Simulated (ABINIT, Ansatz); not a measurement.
Entries from a set of simulations; values are calculated unless marked as measured.

### A GW chain in ABINIT: CdBr2 (P6_3mc)

The structure is hexagonal, space group P6_3mc (No. 186). The conventional cell has a = 3.985 Å, b = 3.985 Å, c = 12.561 Å, α = 90.00°, β = 90.00°, γ = 120.00°. Cd has 6 Br at 2.79 Å nearest. Nearest to Br lie 3 Cd at 2.79 Å. Br has 3 Cd at 2.79 Å nearest. Farther neighbours, and contacts between anions beyond the nearest, are not listed.

| Quantity | Value |
| --- | --- |
| method | RPA screening on LDA, plane waves, norm-conserving pseudopotentials (and 2 further levels or steps) |
| program | ABINIT 10.8.3 |
| settings | cutoff 47 Ha, PseudoDojo scalar-relativistic 0.4.1 standard, norm-conserving, ngkpt (3, 3, 1), nband 435, ecuteps 8 Ha, inclvkb 2, shiftk (0, 0, 0), symchi 1, awtr 1, frequency ppm, 3×3×1 k-mesh |
| notes | The database entry behind the starting cell has ideal inner coordinates that were not refined. The program’s warnings: nproc spkpt=  >= nkpt= * nsppol=. The cell and positions come from the Crystallography Open Database and are kept as given unless a step says otherwise. Limits: no spin-orbit coupling. The 3×3×1 mesh is coarse for this cell, which bears on the long-range parts of exchange and screening. |
| LDA gap | 2.53 eV, direct |
| G0W0 gap on the mesh | 4.34 eV |
| GW settings | 3×3×1 mesh, 435 bands, screening to 217.7 eV, Godby-Needs plasmon pole |
| known limits | short of the basis limit; no spin-orbit coupling; coarse k mesh |

G0W0 moves the gap on the mesh from 2.53 eV to 4.34 eV (+1.81 eV), with Z of 0.79 and 0.82 at the edges. Local fields lower the RPA ε∞ on this mesh from 6.12 to 5.38; a Γ-centred mesh this coarse tends to raise both, most where the direct gap is narrow, while a short band sum lowers them.

[Paths, hosts, dates, memory and timing lines, banners, echoed tables and standing remarks are left out of the program output; an Ansatz launch command may be rebuilt from the run's recorded settings. Measured values are a selection of at most five: reports struck by readers or far from the other reports are left out. None is set beside runs whose start may be inverted or whose files or cutoffs have a known fault.]

[Runs of the session that timed out or met a known fault of the program may be left out.]

[Hosts, paths, dates, database ids (printed as entryN), source tags and the programs' standing remarks are cut or masked in the printed files.]

[G0W0 gaps are taken among the corrected bands and points alone; a level outside them can change the order at an edge.]

[Where Ansatz stands beside ABINIT at settings called matched, ABINIT's density can come from a denser mesh and the files from another edition; pairs whose starting gaps differed by over 0.03 eV were left out, so agreement reads better than it is.]
